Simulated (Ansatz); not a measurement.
## The perfect SiC wire along [111], 38 atoms a period, H-terminated

What gap, if any, does the SiC wire along [111], 38 atoms a period, H-terminated have, and how does it change with the functional?

Calculated with Ansatz 0.2.0; DFT PBE, plane waves, PAW; relaxation of a wire's period; PAW set soft_1, in the first sound run; inputs show where later runs differ.

### Step 1. Starting point

The cell holds 68 atoms: 19 Si, 19 C and 30 H. Its edges and angles: a = 15.395 Å, b = 16.394 Å, c = 7.586 Å, α = 90.0°, β = 90.0°, γ = 90.0°. Vacuum lies along a and b. The structure's axis is c.

### Step 2. Relaxing the period

Band widths follow the bond lengths, so the wire is relaxed first. The atoms and the third cell vector are free; the box across stays fixed as vacuum. A Fermi-Dirac smearing is set since the result may be a metal. The pressure printed is a third of the stress's trace over the whole box, vacuum included; only the stress along the axis is relaxed.

input.yaml

```yaml
crystal:
  lattice:
    - [15.395, 0.0, 0.0]
    - [0.0, 16.394, 0.0]
    - [0.0, 0.0, 7.5863825372]
  atoms:
    - { symbol: Si, position: [0.399403301, 0.455539866, 0.0] }
    - { symbol: Si, position: [0.499992054, 0.291931761, 0.0] }
    - { symbol: Si, position: [0.600580807, 0.455539866, 0.0] }
    - { symbol: C, position: [0.298814548, 0.61914797, 0.25] }
    - { symbol: C, position: [0.399403301, 0.455539866, 0.25] }
    - { symbol: C, position: [0.499992054, 0.291931761, 0.25] }
    - { symbol: C, position: [0.499992054, 0.61914797, 0.25] }
    - { symbol: C, position: [0.600580807, 0.455539866, 0.25] }
    - { symbol: C, position: [0.70116956, 0.61914797, 0.25] }
    - { symbol: H, position: [0.220850926, 0.443273237, 0.26874392] }
    - { symbol: H, position: [0.298814548, 0.316465018, 0.26874392] }
    - { symbol: H, position: [0.422028431, 0.770489446, 0.26874392] }
    - { symbol: H, position: [0.577955677, 0.770489446, 0.26874392] }
    - { symbol: H, position: [0.70116956, 0.316465018, 0.26874392] }
    - { symbol: H, position: [0.779133183, 0.443273237, 0.26874392] }
    - { symbol: H, position: [0.239413693, 0.586942709, 0.299210982] }
    - { symbol: H, position: [0.298814548, 0.683558494, 0.299210982] }
    - { symbol: H, position: [0.440591199, 0.259726499, 0.299210982] }
    - { symbol: H, position: [0.55939291, 0.259726499, 0.299210982] }
    - { symbol: H, position: [0.70116956, 0.683558494, 0.299210982] }
    - { symbol: H, position: [0.760570416, 0.586942709, 0.299210982] }
    - { symbol: Si, position: [0.298814548, 0.401003831, 0.333333333] }
    - { symbol: Si, position: [0.399403301, 0.564611936, 0.333333333] }
    - { symbol: Si, position: [0.499992054, 0.401003831, 0.333333333] }
    - { symbol: Si, position: [0.499992054, 0.72822004, 0.333333333] }
    - { symbol: Si, position: [0.600580807, 0.564611936, 0.333333333] }
    - { symbol: Si, position: [0.70116956, 0.401003831, 0.333333333] }
    - { symbol: C, position: [0.298814548, 0.401003831, 0.583333333] }
    - { symbol: C, position: [0.399403301, 0.564611936, 0.583333333] }
    - { symbol: C, position: [0.499992054, 0.401003831, 0.583333333] }
    - { symbol: C, position: [0.499992054, 0.72822004, 0.583333333] }
    - { symbol: C, position: [0.600580807, 0.564611936, 0.583333333] }
    - { symbol: C, position: [0.70116956, 0.401003831, 0.583333333] }
    - { symbol: H, position: [0.220850926, 0.552345307, 0.602077253] }
    - { symbol: H, position: [0.321439679, 0.715953412, 0.602077253] }
    - { symbol: H, position: [0.399403301, 0.261928984, 0.602077253] }
    - { symbol: H, position: [0.600580807, 0.261928984, 0.602077253] }
    - { symbol: H, position: [0.67854443, 0.715953412, 0.602077253] }
    - { symbol: H, position: [0.779133183, 0.552345307, 0.602077253] }
    - { symbol: H, position: [0.239413693, 0.368798569, 0.632544315] }
    - { symbol: H, position: [0.499992054, 0.792630564, 0.632544315] }
    - { symbol: H, position: [0.760570416, 0.368798569, 0.632544315] }
    - { symbol: Si, position: [0.298814548, 0.510075901, 0.666666667] }
    - { symbol: Si, position: [0.399403301, 0.346467796, 0.666666667] }
    - { symbol: Si, position: [0.399403301, 0.673684005, 0.666666667] }
    - { symbol: Si, position: [0.499992054, 0.510075901, 0.666666667] }
    - { symbol: Si, position: [0.600580807, 0.673684005, 0.666666667] }
    - { symbol: Si, position: [0.600580807, 0.346467796, 0.666666667] }
    - { symbol: Si, position: [0.70116956, 0.510075901, 0.666666667] }
    - { symbol: C, position: [0.298814548, 0.510075901, 0.916666667] }
    - { symbol: C, position: [0.399403301, 0.346467796, 0.916666667] }
    - { symbol: C, position: [0.399403301, 0.673684005, 0.916666667] }
    - { symbol: C, position: [0.499992054, 0.510075901, 0.916666667] }
    - { symbol: C, position: [0.600580807, 0.673684005, 0.916666667] }
    - { symbol: C, position: [0.600580807, 0.346467796, 0.916666667] }
    - { symbol: C, position: [0.70116956, 0.510075901, 0.916666667] }
    - { symbol: H, position: [0.220850926, 0.661417377, 0.935410586] }
    - { symbol: H, position: [0.499992054, 0.207392949, 0.935410586] }
    - { symbol: H, position: [0.779133183, 0.661417377, 0.935410586] }
    - { symbol: H, position: [0.239413693, 0.477870639, 0.965877649] }
    - { symbol: H, position: [0.340002446, 0.314262534, 0.965877649] }
    - { symbol: H, position: [0.399403301, 0.738094529, 0.965877649] }
    - { symbol: H, position: [0.600580807, 0.738094529, 0.965877649] }
    - { symbol: H, position: [0.659981663, 0.314262534, 0.965877649] }
    - { symbol: H, position: [0.760570416, 0.477870639, 0.965877649] }
    - { symbol: Si, position: [0.298814548, 0.61914797, 0.0] }
    - { symbol: Si, position: [0.499992054, 0.61914797, 0.0] }
    - { symbol: Si, position: [0.70116956, 0.61914797, 0.0] }
kpoints:
  mp_grid: { grid: [1, 1, 11] }
scf:
  occupations: { method: fermi_dirac, width: 0.05 }
hamiltonian:
  xc: pbe
  pseudopotentials: { kind: paw, azcp: { folder: soft_1 } }
relax:
  cell: { fix: [a, b, alpha, beta, gamma] }
  max_steps: 45
  f_tol: 0.03
```

Launch:

```console
$ ansatz run input.yaml --threads 8 --pin off --max-ram 16384MiB --backend cpu --events-out ev --progress --plain --runs-dir out
```

Numbers of over 12 decimals in the logs are rounded to 6 here.

What it wrote:

```text
Engine: ansatz 0.2.0, aarch64-unknown-linux-gnu
Pseudopotentials: kind: paw
Pseudopotential: Si, paw, valence charge 4, recommended cutoff 420 eV (normal), soft_1/Si.paw.azcp
Pseudopotential: C, paw, valence charge 4, recommended cutoff 420 eV (normal), soft_1/C.paw.azcp
Pseudopotential: H, paw, valence charge 1, recommended cutoff 420 eV (normal), soft_1/H.paw.azcp
Functional definition: PBE
  parameter kappa = 0.804
  parameter beta = 0.066725
  exchange = pbe_x(kappa = kappa, mu = beta*pi^2/3)
  correlation = pbe_c(beta = beta)
Crystal: 68 atoms, lattice volume = 1914.694 Å³
Basis set: ecut = 420 eV, 37469 PW (Γ), exchange–correlation on 216×240×108 points (8 copies of the dense FFT grid, shifted against one another)
Bands: 159, of which v1, the nominal top of the filled ones, is band 91 counted from 1 (90 counted from 0)
Symmetry: 2 space group operations
Space group: Pm (ITA 6), of the structure as read, at distance tolerance 1.2e-4 Å
k-points: 6 of 11 (time reversal used)
Non-local potential: Si, projectors of the file, l = 0: 2, l = 1: 2, l = 2: 1
Non-local potential: C, projectors of the file, l = 0: 2, l = 1: 2, l = 2: 1
Non-local potential: H, projectors of the file, l = 0: 2, l = 1: 1
PAW form: soft (Blöchl's): semilocal exchange-correlation on the pseudo side does not see the compensation charge
PAW one-centre angular grid: Si, 110 points (default); XC on 64 Gauss nodes
PAW one-centre angular grid: C, 110 points (default); XC on 64 Gauss nodes
PAW one-centre angular grid: H, 110 points (default); XC on 64 Gauss nodes
Initial density: superposition of atomic densities (neutral atoms: chi_scale 0, normalization atom)
Initial wavefunctions: pseudopotential atomic-orbital guess
Functional: x = pbe(κ = 0.804, μ = 0.219515), c = pbe(β = 0.066725)
SCF iter   1: F=—  HF=-17378.070689 eV  |F-HF|=—  |Δ(HF+E_count)|=         —  Δρ=7.69e-2  dr2=1.42e2  ethr=3.10e-3  ⟨swp⟩=8.5  Hψ=5961  notcnv=0  defer=139
preconditioner: auto → Resta (q_TF=auto, 1.843 Å⁻¹)  ε∞=1.7  [insulator: Δε(μ)=5.063 eV  Ē_g=13.322 eV  σ=0.050 eV  W_gap=1.00  n_scr=196 (ndim 8)  ℏωp=11.4 eV  f_vac=0.564  D(μ)=0.00/eV (n_scr^D=0)  ε∞_Penn≈1.7  vacuum switching on, ρ_ref=1.3e-2 e/Å³]
SCF iter   2: F=—  HF=-17336.032105 eV  |F-HF|=—  |Δ(HF+E_count)|=    4.20e1  Δρ=2.84e-2  dr2=1.03e1  ethr=3.10e-3  ⟨swp⟩=4.3  Hψ=2327  notcnv=0  defer=365
SCF iter   3: F=—  HF=-17333.711435 eV  |F-HF|=—  |Δ(HF+E_count)|=    2.32e0  Δρ=1.16e-2  dr2=2.15e0  ethr=3.10e-3  ⟨swp⟩=3.5  Hψ=1559  notcnv=0  defer=365
SCF iter   4: F=—  HF=-17333.350067 eV  |F-HF|=—  |Δ(HF+E_count)|=   3.61e-1  Δρ=2.29e-3  dr2=3.88e-1  ethr=1.18e-3  ⟨swp⟩=5.7  Hψ=1257  notcnv=0  defer=365
SCF iter   5: F=—  HF=-17333.268652 eV  |F-HF|=—  |Δ(HF+E_count)|=   8.14e-2  Δρ=9.15e-4  dr2=8.91e-3  ethr=2.13e-4  ⟨swp⟩=4.5  Hψ=1524  notcnv=0  defer=363
SCF iter   6: F=—  HF=-17333.273849 eV  |F-HF|=—  |Δ(HF+E_count)|=   5.20e-3  Δρ=3.26e-4  dr2=2.29e-3  ethr=4.90e-6  ⟨swp⟩=2.0  Hψ=1213  notcnv=0  defer=363
SCF iter   7: F=—  HF=-17333.273862 eV  |F-HF|=—  |Δ(HF+E_count)|=   1.28e-5  Δρ=5.66e-5  dr2=8.54e-5  ethr=1.26e-6  ⟨swp⟩=2.0  Hψ=1099  notcnv=0  defer=363
SCF iter   8: F=—  HF=-17333.274061 eV  |F-HF|=—  |Δ(HF+E_count)|=   1.99e-4  Δρ=2.13e-5  dr2=1.01e-5  ethr=4.69e-8  ⟨swp⟩=2.0  Hψ=1356  notcnv=0  defer=363
SCF iter   9: F=—  HF=-17333.274063 eV  |F-HF|=—  |Δ(HF+E_count)|=   2.44e-6  Δρ=7.37e-6  dr2=1.17e-6  ethr=5.54e-9  ⟨swp⟩=2.2  Hψ=1179  notcnv=0  defer=363
SCF iter  10: F=-17333.274064 eV  HF=-17333.274064 eV  |F-HF|=1.30e-8  |Δ(HF+E_count)|=   3.47e-7  Δρ=1.62e-6  dr2=5.45e-8  ethr=5.49e-11  ⟨swp⟩=3.8  Hψ=3171  notcnv=0
SCF 1 converged in 10 iterations: F = -17333.274064 eV  dr2 = 5.45e-8
  greatest PAW one-centre occupation: 0.646 electrons in one spin orbital (limit 2), on the C atom at site 5 (counted from 0), in its partial waves of l = 0
relax step   1: F+E_penalty+E_count = -17333.27406372 eV  Δ(F+E_penalty+E_count) = +0.000e0 eV  max|allowed force component| = 6.876e-1 eV/Å  Δτ_max = 0.0000 Å  P = +0.068 GPa  Ω = 1914.694 Å³  fix = [a, b, alpha, beta, gamma]  reactions: a -0.107, b -0.102 GPa; alpha -0.002 GPa/rad  (10 SCF iters, dr2 threshold 1.00e-7 eV, accepted)
Crystal: 68 atoms, lattice volume = 1940.390 Å³
Basis set: ecut = 420 eV, 37985 PW (Γ), exchange–correlation on 216×240×108 points (8 copies of the dense FFT grid, shifted against one another)
Initial density: handed on by an earlier stage of this run
Initial wavefunctions: those handed on with the density
iter 1 solved again at ethr=1.88e-4 eV; its pass at ethr=3.10e-3 eV (dr2=3.43e-1 eV) is discarded
SCF iter   1: F=—  HF=-17333.727972 eV  |F-HF|=—  |Δ(HF+E_count)|=         —  Δρ=4.85e-3  dr2=3.68e-1  ethr=1.88e-4  ⟨swp⟩=6.5  Hψ=5378  notcnv=0
preconditioner: auto → Resta (q_TF=auto, 1.839 Å⁻¹)  ε∞=2.0  [insulator: Δε(μ)=3.261 eV  Ē_g=11.603 eV  σ=0.050 eV  W_gap=1.00  n_scr=200 (ndim 8)  ℏωp=11.4 eV  f_vac=0.615  D(μ)=0.00/eV (n_scr^D=0)  ε∞_Penn≈2.0  vacuum switching on, ρ_ref=9.8e-3 e/Å³]
SCF iter   2: F=—  HF=-17333.650083 eV  |F-HF|=—  |Δ(HF+E_count)|=   7.79e-2  Δρ=2.03e-3  dr2=4.84e-2  ethr=1.88e-4  ⟨swp⟩=3.3  Hψ=2089  notcnv=0
SCF iter   3: F=—  HF=-17333.646581 eV  |F-HF|=—  |Δ(HF+E_count)|=   3.50e-3  Δρ=7.54e-4  dr2=7.47e-3  ethr=2.66e-5  ⟨swp⟩=3.0  Hψ=1704  notcnv=0
SCF iter   4: F=—  HF=-17333.646403 eV  |F-HF|=—  |Δ(HF+E_count)|=   1.78e-4  Δρ=1.63e-4  dr2=4.30e-4  ethr=4.11e-6  ⟨swp⟩=2.2  Hψ=1464  notcnv=0  defer=1
SCF iter   5: F=—  HF=-17333.646375 eV  |F-HF|=—  |Δ(HF+E_count)|=   2.81e-5  Δρ=4.65e-5  dr2=5.18e-5  ethr=2.36e-7  ⟨swp⟩=2.0  Hψ=1394  notcnv=0  defer=1
SCF iter   6: F=-17333.646378 eV  HF=-17333.646379 eV  |F-HF|=1.35e-6  |Δ(HF+E_count)|=   4.72e-6  Δρ=1.49e-5  dr2=5.53e-6  ethr=3.74e-9  ⟨swp⟩=5.0  Hψ=3096  notcnv=0
SCF 2 converged in 6 iterations: F = -17333.646378 eV  dr2 = 5.53e-6
  greatest PAW one-centre occupation: 0.649 electrons in one spin orbital (limit 2), on the C atom at site 5 (counted from 0), in its partial waves of l = 0
relax step   2: F+E_penalty+E_count = -17333.64637814 eV  Δ(F+E_penalty+E_count) = -3.723e-1 eV  max|allowed force component| = 4.363e-1 eV/Å  Δτ_max = 0.0649 Å  P = -0.044 GPa  Ω = 1940.390 Å³  energy of the carried Pulay correction = -8.761e-3 eV  fix = [a, b, alpha, beta, gamma]  reactions: a +0.116, b +0.124 GPa; alpha -0.004 GPa/rad  (6 SCF iters, dr2 threshold 6.80e-6 eV, accepted)
Crystal: 68 atoms, lattice volume = 1936.231 Å³
Basis set: ecut = 420 eV, 37921 PW (Γ), exchange–correlation on 216×240×108 points (8 copies of the dense FFT grid, shifted against one another)
[...]
--- Forces (eV/Å), atoms counted from 1 ---
  atom   1  Si    -0.00217869    -0.00100237    -0.00550624
  atom   2  Si     0.00000000     0.00034226     0.00038814
  atom   3  Si     0.00217869    -0.00100237    -0.00550624
  atom   4  C      0.00826634    -0.00473095    -0.00037374
  atom   5  C     -0.01328354    -0.00792122     0.00579324
  atom   6  C     -0.00000000     0.00922747    -0.00062096
  atom   7  C      0.00000000     0.01474284     0.00583871
  atom   8  C      0.01328354    -0.00792122     0.00579324
  atom   9  C     -0.00826634    -0.00473095    -0.00037374
  atom  10  H      0.00063711    -0.00282277     0.00159970
  atom  11  H     -0.00215280     0.00194772     0.00158463
  atom  12  H      0.00278884     0.00084955     0.00163739
  atom  13  H     -0.00278884     0.00084955     0.00163739
  atom  14  H      0.00215280     0.00194772     0.00158463
  atom  15  H     -0.00063711    -0.00282277     0.00159970
  atom  16  H     -0.00308551    -0.00449957     0.00007890
  atom  17  H      0.00229762     0.00501664     0.00011586
  atom  18  H     -0.00546456    -0.00038119     0.00010263
  atom  19  H      0.00546456    -0.00038119     0.00010263
  atom  20  H     -0.00229762     0.00501664     0.00011586
  atom  21  H      0.00308551    -0.00449957     0.00007890
  atom  22  Si     0.00712378     0.00394826    -0.00215342
  atom  23  Si    -0.00668701     0.00425460    -0.00391593
  atom  24  Si    -0.00000000    -0.00773184    -0.00387690
  atom  25  Si    -0.00000000    -0.00762289    -0.00212573
  atom  26  Si     0.00668701     0.00425460    -0.00391593
  atom  27  Si    -0.00712378     0.00394826    -0.00215342
  atom  28  C      0.00998261     0.00544656     0.00265935
  atom  29  C     -0.01352360     0.00753870     0.00138675
  atom  30  C      0.00000000    -0.01615183     0.00132619
  atom  31  C      0.00000000    -0.01149528     0.00283962
  atom  32  C      0.01352360     0.00753870     0.00138675
  atom  33  C     -0.00998261     0.00544656     0.00265935
  atom  34  H      0.00233254    -0.00362596    -0.00029814
  atom  35  H      0.00436356    -0.00016975    -0.00031296
  atom  36  H     -0.00203854     0.00380389    -0.00034773
  atom  37  H      0.00203854     0.00380389    -0.00034773
  atom  38  H     -0.00436356    -0.00016975    -0.00031296
  atom  39  H     -0.00233254    -0.00362596    -0.00029814
  atom  40  H     -0.00411019    -0.00227780    -0.00113724
[...]
atom  57  H      0.00299476    -0.00169279     0.00006645
  atom  58  H      0.00000000     0.00337855     0.00001077
  atom  59  H     -0.00299476    -0.00169279     0.00006645
  atom  60  H     -0.00102315     0.00097846     0.00207505
  atom  61  H      0.00022022    -0.00123207     0.00208430
  atom  62  H     -0.00125313     0.00052895     0.00205912
  atom  63  H      0.00125313     0.00052895     0.00205912
  atom  64  H     -0.00022022    -0.00123207     0.00208430
  atom  65  H      0.00102315     0.00097846     0.00207505
  atom  66  Si     0.00015273    -0.00001683     0.00042689
  atom  67  Si    -0.00000000     0.00276950    -0.00546126
  atom  68  Si    -0.00015273    -0.00001683     0.00042689
  max |Σ_I F_I| component: 5.50e-6 eV/Å
--- Stress (GPa, compression-positive) ---
       -0.004246       0.000000       0.000000
        0.000000      -0.006561       0.000324
        0.000000       0.000320       0.013301
  P = ⅓ Tr σ = 0.0008 GPa (0.008 kbar)
--- Relaxed structure (4 steps of the walk, 4 accepted, 1 SCFs on fresh bases) ---
  F+E_penalty+E_count = -17333.70954390 eV   max|allowed force component| = 1.855e-2 eV/Å   (the final SCF, on the basis selected at the relaxed cell)
  cell:  # Å, volume = 1935.6965 Å³
    - [15.395, 0, 0]
    - [0, 16.394, 0]
    - [0, 0, 7.669599]
  atoms:
    - { symbol: Si, position: [0.399236, 0.455460, 0.00185776] }
    - { symbol: Si, position: [0.500000, 0.291534, 0.000768013] }
    - { symbol: Si, position: [0.600764, 0.455460, 0.00185776] }
    - { symbol: C, position: [0.299685, 0.618673, 0.245988] }
    - { symbol: C, position: [0.399047, 0.455340, 0.250722] }
    - { symbol: C, position: [0.500000, 0.292871, 0.246007] }
    - { symbol: C, position: [0.500000, 0.619537, 0.250722] }
    - { symbol: C, position: [0.600953, 0.455340, 0.250722] }
    - { symbol: C, position: [0.700315, 0.618673, 0.245988] }
    - { symbol: H, position: [0.217986, 0.441257, 0.272341] }
    - { symbol: H, position: [0.295570, 0.315117, 0.272365] }
    - { symbol: H, position: [0.422418, 0.773783, 0.272305] }
    - { symbol: H, position: [0.577582, 0.773783, 0.272305] }
    - { symbol: H, position: [0.704430, 0.315117, 0.272365] }
    - { symbol: H, position: [0.782014, 0.441257, 0.272341] }
    - { symbol: H, position: [0.240375, 0.588676, 0.293961] }
    - { symbol: H, position: [0.297706, 0.681906, 0.293959] }
    - { symbol: H, position: [0.442669, 0.259660, 0.293999] }
    - { symbol: H, position: [0.557331, 0.259660, 0.293999] }
    - { symbol: H, position: [0.702294, 0.681906, 0.293959] }
    - { symbol: H, position: [0.759625, 0.588676, 0.293961] }
    - { symbol: Si, position: [0.299463, 0.401347, 0.337604] }
    - { symbol: Si, position: [0.398809, 0.564955, 0.334797] }
    - { symbol: Si, position: [0.500000, 0.400367, 0.334800] }
    - { symbol: Si, position: [0.500000, 0.727558, 0.337587] }
    - { symbol: Si, position: [0.601191, 0.564955, 0.334797] }
    - { symbol: Si, position: [0.700537, 0.401347, 0.337604] }
    - { symbol: C, position: [0.300628, 0.401977, 0.582632] }
    - { symbol: C, position: [0.399111, 0.564774, 0.583359] }
    - { symbol: C, position: [0.500000, 0.400671, 0.583361] }
    - { symbol: C, position: [0.500000, 0.726268, 0.582617] }
    - { symbol: C, position: [0.600889, 0.564774, 0.583359] }
    - { symbol: C, position: [0.699372, 0.401977, 0.582632] }
    - { symbol: H, position: [0.218843, 0.552238, 0.606835] }
    - { symbol: H, position: [0.320504, 0.717601, 0.606832] }
    - { symbol: H, position: [0.398334, 0.260334, 0.606880] }
    - { symbol: H, position: [0.601666, 0.260334, 0.606880] }
    - { symbol: H, position: [0.679496, 0.717601, 0.606832] }
    - { symbol: H, position: [0.781157, 0.552238, 0.606835] }
    - { symbol: H, position: [0.241903, 0.370138, 0.629454] }
    - { symbol: H, position: [0.500000, 0.789951, 0.629406] }
    - { symbol: H, position: [0.758097, 0.370138, 0.629454] }
    - { symbol: Si, position: [0.299591, 0.509900, 0.669351] }
    - { symbol: Si, position: [0.399621, 0.347195, 0.669356] }
    - { symbol: Si, position: [0.399971, 0.673176, 0.669344] }
    - { symbol: Si, position: [0.500000, 0.510093, 0.668103] }
    - { symbol: Si, position: [0.600029, 0.673176, 0.669344] }
    - { symbol: Si, position: [0.600379, 0.347195, 0.669356] }
    - { symbol: Si, position: [0.700409, 0.509900, 0.669351] }
    - { symbol: C, position: [0.300737, 0.511437, 0.914963] }
    - { symbol: C, position: [0.401623, 0.347338, 0.914970] }
    - { symbol: C, position: [0.399110, 0.671447, 0.914959] }
    - { symbol: C, position: [0.500000, 0.510076, 0.917801] }
    - { symbol: C, position: [0.600890, 0.671447, 0.914959] }
    - { symbol: C, position: [0.598377, 0.347338, 0.914970] }
    - { symbol: C, position: [0.699263, 0.511437, 0.914963] }
    - { symbol: H, position: [0.218737, 0.662544, 0.935468] }
    - { symbol: H, position: [0.500000, 0.205102, 0.935546] }
    - { symbol: H, position: [0.781263, 0.662544, 0.935468] }
    - { symbol: H, position: [0.241656, 0.479766, 0.960669] }
    - { symbol: H, position: [0.342868, 0.315140, 0.960683] }
    - { symbol: H, position: [0.398787, 0.735333, 0.960642] }
    - { symbol: H, position: [0.601213, 0.735333, 0.960642] }
    - { symbol: H, position: [0.657132, 0.315140, 0.960683] }
    - { symbol: H, position: [0.758344, 0.479766, 0.960669] }
    - { symbol: Si, position: [0.298428, 0.619375, 0.000741891] }
    - { symbol: Si, position: [0.500000, 0.619357, 0.00186106] }
    - { symbol: Si, position: [0.701572, 0.619375, 0.000741891] }
[key lines of the parts left out:]
SCF converged after 6 iterations
Free energy (F): -17333.709544 eV
Fermi energy:    -0.714886 eV
```

The job ended after 2.5 min (8 threads of Arm Neoverse V1, shared host; peak memory 7.3 GiB).

The steps of the relaxation:

```tsv
step	energy less that of the first step (eV)	largest force component (eV/Å)	pressure (GPa)	volume (Å³)
1	0.0000	0.6876	0.07	1914.69
2	-0.3723	0.4363	-0.04	1940.39
3	-0.4245	0.0775	-0.04	1936.23
4	-0.4272	0.0183	0.00	1935.70
5*	-0.4355	0.0185	0.00	1935.70
```

Relaxation steps marked * repeat the geometry before them on a plane-wave basis chosen anew for their cell, so energy and pressure can jump there.

Forces are held to the 2 operations that the run works with; a distortion that breaks them can't arise in this run.

```tsv
cell as run	before	after	change
c (Å)	7.586	7.670	+1.1 %
```

The atoms that moved most (Å, along periodic axes as changes of fractional coordinates times the final cell, across vacuum about the mean position):

```tsv
atom	dx	dy	dz	length
H10	-0.044	-0.033	0.028	0.062
H15	0.044	-0.033	0.028	0.062
H14	0.050	-0.022	0.028	0.061
H11	-0.050	-0.022	0.028	0.061
H63	0.010	-0.045	-0.040	0.061
H62	-0.010	-0.045	-0.040	0.061
H65	-0.034	0.031	-0.040	0.061
H60	0.034	0.031	-0.040	0.061
```

Numbers from this step:

| Quantity | Value |
| --- | --- |
| cell length along the wire | 7.670 Å |

The cell's length comes to 7.670 Å with spin left out.

[end of part 1 of 2]

[Logs are printed without paths, hosts, clocks, repeated set-up lines and the standing remarks that a program may print on its own settings, such as how far it seeks lower states.]

[Hosts, paths, dates, database ids (printed as entryN), source tags and the programs' standing remarks are cut or masked in the printed files.]
